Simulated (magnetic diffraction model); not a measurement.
# Al₄VAgSe₈ below its ordering temperature

Space group C2 (no. 5), a = 7.9370 Å, b = 10.4260 Å, c = 8.2360 Å, β = 91.38°.

```csv
site,atom,x,y,z
2a,Ag,1/2,0.4999,0
4c,Se,0.4970,0.1358,0.7723
4c,Se,0.5169,0.6487,0.2706
4c,Se,0.7688,0.8656,0.5035
4c,Se,0.2662,0.8616,0.0003
2b,V,1/2,0.9951,1/2
4c,Al,0.7490,0.7524,0.7525
2a,Al,1/2,0.9872,0
2b,Al,1/2,0.5091,1/2
```

This is a made-up structure (elements placed in a structure type, unrelaxed), so the numbers test the method and describe no known phase.

Only V is taken to order (form factors of V3+); orders and moment sizes are assumed, and not adapted to the symmetry. Radiation: neutrons of λ = 1.909 Å, 5° to 30°; isotropic B of 0.17 Å² (Ag), 0.18 Å² (Se), 0.23 Å² (V) and 0.22 Å² (Al). The intensities are simulated: I ∝ L Σ (|F_N|² + |F_M⊥|²) for unpolarised neutrons, with F_M = 2.695 fm/μB × Σ f(s) S exp(2πi Q·r) exp(−B s²) at Q = H ± k (one set where k and −k are equivalent), only the part normal to Q counting and L = 1/(sin²θ cos θ). For collinear order S is the moment m, which repeats by lattice and centring translations R with the sign exp(−2πi k·R). Form factors are spin-only for 3d ions and dipole or tabulated for f ions, scattering lengths are Sears's of 1992, and absorption is left out. A label names one of the reflections at its angle. The strongest nuclear line in the range is 100, and lines under 0.2 are left out.

Above the ordering temperature:

```csv
2θ (°),index,I
13.31,(0 0 1),69.0
17.39,(1 1 0),58.1
21.10,(0 2 0),22.9
21.76,(1 1 -1),85.8
22.17,(1 1 1),100.0
25.03,(0 2 1),30.2
26.81,(0 0 2),18.1
27.84,(2 0 0),13.3
```

Below it (cell unchanged):

| 2θ (°) | I |
| --- | --- |
| 13.31 | 99.3 |
| 17.39 | 76.1 |
| 21.10 | 26.9 |
| 21.76 | 99.8 |
| 22.17 | 113.6 |
| 25.03 | 38.0 |
| 26.81 | 24.0 |
| 27.84 | 16.7 |

**Question.** Find the propagation vector, then choose among these models:
A. collinear moments along [110], 1.69 μB on V
B. collinear moments along [111], 1.69 μB on V
C. collinear moments along [010], 1.69 μB on V

No line moves, and magnetic intensity falls on nuclear lines such as the one at 13.31°, so the magnetic cell equals the chemical primitive cell: k = 0.

Magnetic intensity, observed (below minus above) and for each model:

| 2θ (°) | index | observed | A | B | C |
| --- | --- | --- | --- | --- | --- |
| 13.31 | (0 0 1) | 30.2 | 30.2 | 21.6 | 30.2 |
| 17.39 | (1 1 0) | 18.0 | 18.0 | 22.2 | 21.3 |
| 21.10 | (0 2 0) | 3.9 | 3.9 | 5.8 | <0.2 |
| 21.76 | (1 1 -1) | 14.0 | 14.0 | 17.8 | 15.2 |
| 22.17 | (1 1 1) | 13.6 | 13.6 | 9.1 | 14.7 |
| 25.03 | (0 2 1) | 7.7 | 7.7 | 8.3 | 4.0 |
| 26.81 | (0 0 2) | 5.9 | 5.9 | 4.2 | 5.9 |
| 27.84 | (2 0 0) | 3.4 | 3.4 | 3.9 | 5.4 |

Model A matches.

The structure used: k = (0 0 0), collinear moments along [110], 1.69 μB on V.

[Logs are printed without paths, hosts, clocks, repeated set-up lines and the standing remarks that a program may print on its own settings, such as how far it seeks lower states.]
